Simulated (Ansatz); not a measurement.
**Phonons of GaP (F-43m) against volume**

Aim: how do the optical modes of GaP (F-43m) move with volume?

Program: Ansatz 0.2.0. Level of theory: DFT PBE, scalar-relativistic, plane waves, PAW; PAW set soft_1. Results are calculated unless marked as measured.

Report form: the programs' logs are mostly left out.

### 1. Starting point

Symmetry: F-43m, No. 216, cubic system. Conventional cell: a = 5.451 Å, b = 5.451 Å, c = 5.451 Å, α = 90.00°, β = 90.00°, γ = 90.00°. Nearest to P lie 4 Ga at 2.36 Å. Ga has 4 P at 2.36 Å nearest. Farther neighbours are not listed.

### 2. Bringing the structure to rest

The cell and atoms are relaxed, since residual forces and stress would shift the frequencies.

File input.yaml:

```yaml
crystal:
  lattice:
    - [0.0, 2.72525, 2.72525]
    - [2.72525, 0.0, 2.72525]
    - [2.72525, 2.72525, 0.0]
  atoms:
    - { symbol: P, position: [0.75, 0.75, 0.75] }
    - { symbol: Ga, position: [0.0, 0.0, 0.0] }
kpoints:
  mp_grid: { grid: [8, 8, 8] }
hamiltonian:
  xc: pbe
  pseudopotentials: { kind: paw, azcp: { folder: soft_1 } }
scf:
  occupations: { method: gaussian, width: 0.02 }
output:
  forces: true
  stress: true
  eigenvalues: true
relax:
  adjacent_minimum: "off"
  f_tol: 0.005
  max_steps: 80
  cell: { stress_tol: 0.05 }
```

Run with:

```bash
$ ansatz run input.yaml --threads 4 --pin off --max-ram 10240MiB --backend cpu --events-out ev --progress --plain --runs-dir out
```

It took 4.2 s on 4 threads of Intel Xeon at 2.70GHz, shared host; peak memory 0.37 GiB.

Step by step:

```tsv
step	energy less that of the first step (eV)	largest force component (eV/Å)	pressure (GPa)	volume (Å³)
1	0.0000	0.0000	2.53	40.48
2	-0.0086	0.0000	0.76	41.34
3	-0.0095	0.0000	0.04	41.72
4*	-0.0097	0.0000	0.04	41.72
```

Relaxation steps marked * repeat the geometry before them on a plane-wave basis chosen anew for their cell, so energy and pressure can jump there.

The run keeps the 24 symmetry operations that it works with, so distortions that break them were not tested.

```tsv
conventional cell, symmetrised	before	after	change
a (Å)	5.451	5.506	+1.0 %
b (Å)	5.451	5.506	+1.0 %
c (Å)	5.451	5.506	+1.0 %
volume (Å³/atom)	20.24	20.86	+3.1 %
```

Final coordinates:

```xyz
2
Lattice="0.0000 2.7528 2.7528 2.7528 0.0000 2.7528 2.7528 2.7528 0.0000" Properties=species:S:1:pos:R:3 pbc="T T T"
P     4.1292    4.1292    4.1292
Ga    0.0000    0.0000    0.0000
```

Numbers from this step:

```yaml
pressure: 0.03930 GPa
gap_on_the_k_mesh: 1.582 eV
volume_per_atom: 20.86 Å³
```

In this step the volume went from 20.24 to 20.86 Å³/atom.

### 3. Tight relaxation

A first tight relaxation and response on 8×8×8 k points, not shown, drew a warning on the mesh, so the tight relaxation is repeated on 12×12×12 points.

input.yaml, the sections that differ from step 2:

```yaml
crystal:
  lattice:
    - [0.0, 2.7532599328, 2.7532599328]
    - [2.7532599328, 0.0, 2.7532599328]
    - [2.7532599328, 2.7532599328, 0.0]
  atoms:
    - { symbol: P, position: [0.75, 0.75, 0.75] }
    - { symbol: Ga, position: [0.0, 0.0, 0.0] }
kpoints:
  mp_grid: { grid: [12, 12, 12] }
scf:
  occupations: { method: fixed }
relax:
  adjacent_minimum: "off"
  f_tol: 0.001
  max_steps: 60
  cell: { stress_tol: 0.01 }
# hamiltonian, output: as in step 2
```

Wall time 2.9 s (4 threads); peak memory 0.4 GiB.

Little changed from the start: no atom moved by 0.005 Å and no cell edge by 0.1 %.

Numbers from this step:

* pressure: 0.006546 GPa
* gap on the k-mesh: 1.578 eV
* volume per atom: 20.87 Å³

The forces vanish by symmetry and the pressure is 0.007 GPa, within the tolerances set. The cell now holds 20.87 Å³/atom.

### 4. Zone-centre response at rest

The modes at rest are the reference of the series, and the response to a field gives the dielectric tensor and the Born charges.

input.yaml, the sections that differ from step 3:

```yaml
output:
  eigenvalues: true
phonons:
  method: dfpt
  dielectric: true
  rigid_motions: translations
  raman: true
# crystal, kpoints, hamiltonian, scf: as in step 3
# relax: removed
```

It took 2.2 min on 4 threads; peak memory 1.3 GiB.

This step gave:

| Property | Result |
| --- | --- |
| sum-rule residual before enforcement | 1.27e-4 eV/Å² |
| miss of the charge sum rule | 3.24e-5 e |
| estimated error of the dielectric tensor | 0.03249 |
| estimated error of the Born charges | 0.01360 e |
| point group | -43m |
| highest optical mode at the zone centre (no LO-TO term) | 344.6 cm⁻¹ |
| lowest optical zone-centre mode | 344.6 cm⁻¹ |
| mean high-frequency dielectric constant | 10.62 |
| largest Born charge (third of the trace) | -2.196 e |
| mean static dielectric constant | 12.85 |
| top of the zone-centre spectrum with the field | 379.1 cm⁻¹ |

Without the LO-TO term. Patterns of degenerate modes are one choice out of their space. Modes at Γ, with each element's share of the kinetic energy:

```tsv
mode	frequency (cm⁻¹)	symmetry	P %	Ga %
1	0.0	acoustic	31	69
2	0.0	acoustic	31	69
3	0.0	acoustic	31	69
4	344.6	T2	69	31
5	344.6	T2	69	31
6	344.6	T2	69	31
```

Displacements in mode 6 (344.6 cm⁻¹), the largest set to 1:
```
P1   0.00  1.00  0.00
Ga2  0.00 -0.44  0.00
```

Optical modes at the zone centre, without and with the macroscopic field of the longitudinal modes; each column is sorted by frequency, so a row need not hold one and the same mode. Modes with and without the field, by row:

```tsv
rank among optical modes	no field (cm⁻¹)	q along (1, 0, 0) (cm⁻¹)
1	344.6	344.6
2	344.6	344.6
3	344.6	379.1
```

Born charge (rows field, columns displacement) (e), principal values of the symmetric part by kind of site:

```tsv
atom	atoms with these values	low	middle	high	mean
P1	1	-2.20	-2.20	-2.20	-2.20
Ga2	1	2.20	2.20	2.20	2.20
```

In full for Ga2:

```
2.20 0.00 0.00
0.00 2.20 0.00
0.00 0.00 2.20
```

High-frequency dielectric tensor:

```
10.62  0.00  0.00
 0.00 10.62  0.00
 0.00  0.00 10.62
```

Static dielectric tensor (ions relaxed, fixed cell):

```
12.85  0.00  0.00
 0.00 12.85  0.00
 0.00  0.00 12.85
```

Transverse modes. Infrared lines, with heights relative to the strongest:

```tsv
position (cm⁻¹)	label	relative intensity
345	T2	100
```

Activity x (w_L - w)^4 (n + 1)/w, 532 nm, 300 K; the tensors are static ones, while 532 nm light lies above the computed direct gap, where resonance would change the heights; modes without the macroscopic field alone. Raman lines, with heights relative to the strongest:

```tsv
position (cm⁻¹)	label	relative intensity
345	T2	100
```

Before it was imposed, the acoustic sum rule was missed by 1.3e-4 eV/Å² and the charge sum rule by 3.2e-5 e. Small misses are needed for a sound result but don't prove that mesh and cutoff are converged. The lowest optical mode is real, 345 cm⁻¹.

The log warns of the k mesh: “the force constants stand on the 12×12×12 k-mesh, whose period is 12.45 times the interband length at k = (0.0000, 0.0000, 0.0000), direct gap 1.578 eV, under 14: take them and everything formed from them as unconverged”. So the frequencies of this run count as unconverged too.

### 5. Ground state of a member: 1.06 times the volume at rest

The cell is set to 1.06 times the volume at rest; symmetry leaves nothing else free, so this is a single point.

input.yaml, the sections that differ from step 4:

```yaml
crystal:
  lattice:
    - [0.0, 2.8072591309, 2.8072591309]
    - [2.8072591309, 0.0, 2.8072591309]
    - [2.8072591309, 2.8072591309, 0.0]
  atoms:
    - { symbol: P, position: [0.75, 0.75, 0.75] }
    - { symbol: Ga, position: [0.0, 0.0, 0.0] }
output:
  forces: true
  stress: true
  eigenvalues: true
# kpoints, hamiltonian, scf: as in step 4
# phonons: removed
```

Wall time 1.6 s (4 threads); peak memory 0.38 GiB.

Numbers from this step:

```yaml
pressure: -3.907 GPa
gap_on_the_k_mesh: 1.111 eV
volume_per_atom: 22.12 Å³
```

The forces vanish by symmetry, at a pressure of -3.91 GPa.

### 6. Zone-centre modes of the member: 1.06 times the volume at rest

The zone-centre modes follow for 1.06 times the volume at rest, with the response to a field.

input.yaml: that of step 5 with these lines changed.

```diff
@@ -16,4 +16,6 @@
 output:
-  forces: true
-  stress: true
   eigenvalues: true
+phonons:
+  method: dfpt
+  dielectric: true
+  rigid_motions: translations
```

It took 49 s on 4 threads; peak memory 0.94 GiB; 2.8 min of CPU time.

Numbers from this step:

```
sum-rule residual before enforcement                    : 2.14e-4 eV/Å²
miss of the charge sum rule                             : 3.59e-4 e
estimated error of the dielectric tensor                : 0.03102
estimated error of the Born charges                     : 0.01382 e
highest optical mode at the zone centre (no LO-TO term) : 320.6 cm⁻¹
lowest optical zone-centre mode                         : 320.6 cm⁻¹
mean high-frequency dielectric constant                 : 11.30
largest Born charge (third of the trace)                : -2.292 e
mean static dielectric constant                         : 13.95
top of the zone-centre spectrum with the field          : 356.2 cm⁻¹
```

Without the LO-TO term. Patterns of degenerate modes are one choice out of their space. Modes at Γ, with each element's share of the kinetic energy:

```tsv
mode	frequency (cm⁻¹)	symmetry	P %	Ga %
1	0.0	acoustic	31	69
2	0.0	acoustic	31	69
3	0.0	acoustic	31	69
4	320.6	T2	69	31
5	320.6	T2	69	31
6	320.6	T2	69	31
```

Transverse modes. Lines of the infrared spectrum (strongest = 100):

```tsv
position (cm⁻¹)	label	relative intensity
321	T2	100
```

The optical mode without the LO-TO term lies at 320.6 cm⁻¹.

The log warns of the k mesh: “the force constants stand on the 12×12×12 k-mesh, whose period is 11.20 times the interband length at k = (0.0000, 0.0000, 0.0000), direct gap 1.111 eV, under 14: take them and everything formed from them as unconverged”. So the frequencies of this run count as unconverged too.

### 7. Ground state of a member: 0.9 times the volume at rest

The cell is set to 0.9 times the volume at rest; symmetry leaves nothing else free, so this is a single point.

input.yaml, the sections that differ from step 6:

```yaml
crystal:
  lattice:
    - [0.0, 2.6582432382, 2.6582432382]
    - [2.6582432382, 0.0, 2.6582432382]
    - [2.6582432382, 2.6582432382, 0.0]
  atoms:
    - { symbol: P, position: [0.75, 0.75, 0.75] }
    - { symbol: Ga, position: [0.0, 0.0, 0.0] }
output:
  forces: true
  stress: true
  eigenvalues: true
# kpoints, hamiltonian, scf: as in step 6
# phonons: removed
```

It took 1.7 s on 4 threads; peak memory 0.38 GiB; 5.3 s of CPU time.

Numbers from this step:

```yaml
pressure: 10.25 GPa
gap_on_the_k_mesh: 1.453 eV
volume_per_atom: 18.78 Å³
```

The forces vanish by symmetry, at a pressure of 10.25 GPa.

For the gap on the k-mesh, step 5 gave 1.11 eV; this run, with volume ratio 0.9, gives 1.45 eV.

### 8. Modes of this member: 0.9 times the volume at rest

The zone-centre modes follow for 0.9 times the volume at rest, with the response to a field.

input.yaml: that of step 7 with these lines changed.

```diff
@@ -16,4 +16,6 @@
 output:
-  forces: true
-  stress: true
   eigenvalues: true
+phonons:
+  method: dfpt
+  dielectric: true
+  rigid_motions: translations
```

Elapsed: 39 s, on 4 threads; peak memory 0.83 GiB.

This step gave:

```yaml
sum_rule_residual_before_enforcement: 2.32e-4 eV/Å²
miss_of_the_charge_sum_rule: 3.66e-4 e
estimated_error_of_the_dielectric_tensor: 0.02720
estimated_error_of_the_born_charges: 0.01378 e
highest_optical_mode_at_the_zone_centre_no_lo_to_term: 391.4 cm⁻¹
lowest_optical_zone_centre_mode: 391.4 cm⁻¹
mean_high_frequency_dielectric_constant: 9.941
largest_born_charge_third_of_the_trace: -2.026 e
mean_static_dielectric_constant: 11.58
top_of_the_zone_centre_spectrum_with_the_field: 422.4 cm⁻¹
```

Without the LO-TO term. Patterns of degenerate modes are one choice out of their space. The modes at Γ (shares of kinetic energy by element, %):

```tsv
mode	frequency (cm⁻¹)	symmetry	P %	Ga %
1	0.0	acoustic	31	69
2	0.0	acoustic	31	69
3	0.0	acoustic	31	69
4	391.4	T2	69	31
5	391.4	T2	69	31
6	391.4	T2	69	31
```

Transverse modes. Lines of the infrared spectrum (strongest = 100):

```tsv
position (cm⁻¹)	label	relative intensity
391	T2	100
```

The optical mode without the LO-TO term lies at 391.4 cm⁻¹.

Between step 4 and this run (volume ratio 0.9) the value for the mean high-frequency dielectric constant moves from 10.6 to 9.94 (-6 %).

### 9. All members side by side

The members are set side by side, also those not shown above.

Each row is one cell with its response, relaxed at fixed volume as far as symmetry leaves anything free; energies are extrapolated to zero smearing, and E0 is that at rest; shape and atoms are relaxed in each cell where symmetry leaves them free. State of the crystal along the series:

```tsv
volume ratio	V (Å³/atom)	pressure (GPa)	E - E0 (meV/atom)	gap on mesh (eV)	ε∞	ε0	largest Born charge in size, a third of the trace (e)	top mode with the field, highest of q along x, y and z (cm⁻¹)
0.9	18.78	10.25	60.72	1.453	9.941	11.58	2.026	422.4
0.92	19.2	7.729	37.36	1.497	10.04	11.79	2.062	413.1
0.94	19.62	5.469	20.22	1.539	10.16	12.02	2.096	404.1
0.96	20.04	3.444	8.659	1.577	10.29	12.27	2.13	395.5
0.98	20.45	1.631	2.091	1.612	10.44	12.55	2.163	387.2
0.99	20.66	0.7962	0.518	1.613	10.53	12.7	2.18	383.1
1	20.87	0.006546	0	1.578	10.62	12.85	2.196	379.1
1.02	21.29	-1.446	1.911	1.418	10.82	13.18	2.228	371.3
1.04	21.71	-2.746	7.404	1.262	11.04	13.55	2.26	363.7
1.06	22.12	-3.907	16.1	1.111	11.3	13.95	2.292	356.2
```

Without the LO-TO term; each mode is tracked from rest by its pattern, and modes that stay within 0.3 cm⁻¹ of each other stand once; shape and atoms are relaxed in each cell where symmetry leaves them free. Optical modes along the series:

```tsv
V (Å³/atom)	mode 4 T2 (cm⁻¹)
18.78	391.4
19.2	381.2
19.62	371.5
20.04	362.2
20.45	353.2
20.66	348.9
20.87	344.6
21.29	336.3
21.71	328.3
22.12	320.6
```

From cubic fits (parabolas where under five rows exist) of ln ω and P against ln V through the rows within about 4 % of rest: γ = −d ln ω / d ln V and dω/dP = γ ω / B. Slopes at rest:

```tsv
mode	fitted frequency at rest (cm⁻¹)	Grüneisen parameter γ	dω/dP (cm⁻¹/GPa)
mode 4 T2	344.6	1.23	5.5
longitudinal mode	379.1	1.05	5.17
```

### 10. Outcome

```json
{"members": "10", "highest optical mode at the zone centre (no LO-TO term), at rest": "344.6 cm⁻¹", "bulk modulus at rest": "76.9 GPa", "mode 4 T2, γ": "1.23", "longitudinal mode, γ": "1.05"}
```

In words: The series spans -3.9 to 10.3 GPa, and the slope at rest gives a bulk modulus of 77 GPa. The transverse optical mode has γ = 1.23 and moves by 5.5 cm⁻¹ for each GPa, the longitudinal one has γ = 1.05 and moves by 5.2. ε∞ is 10.62 at rest, with d ln ε∞ / d ln V = 0.88. One k mesh and one cutoff serve the ground states and modes of all volumes; the field response picks its own mesh. With the field response the log warns that the k mesh is coarse for the force constants too, so the frequencies are to be taken as unconverged. These are harmonic frequencies at zero temperature: anharmonic shifts, linewidths and thermal expansion are left out. Only the zone centre was solved, so an instability at another wavevector cannot show here.

[Logs are printed without paths, hosts, clocks, repeated set-up lines and the standing remarks that a program may print on its own settings, such as how far it seeks lower states.]

[Hosts, paths, dates, database ids (printed as entryN), source tags and the programs' standing remarks are cut or masked in the printed files.]
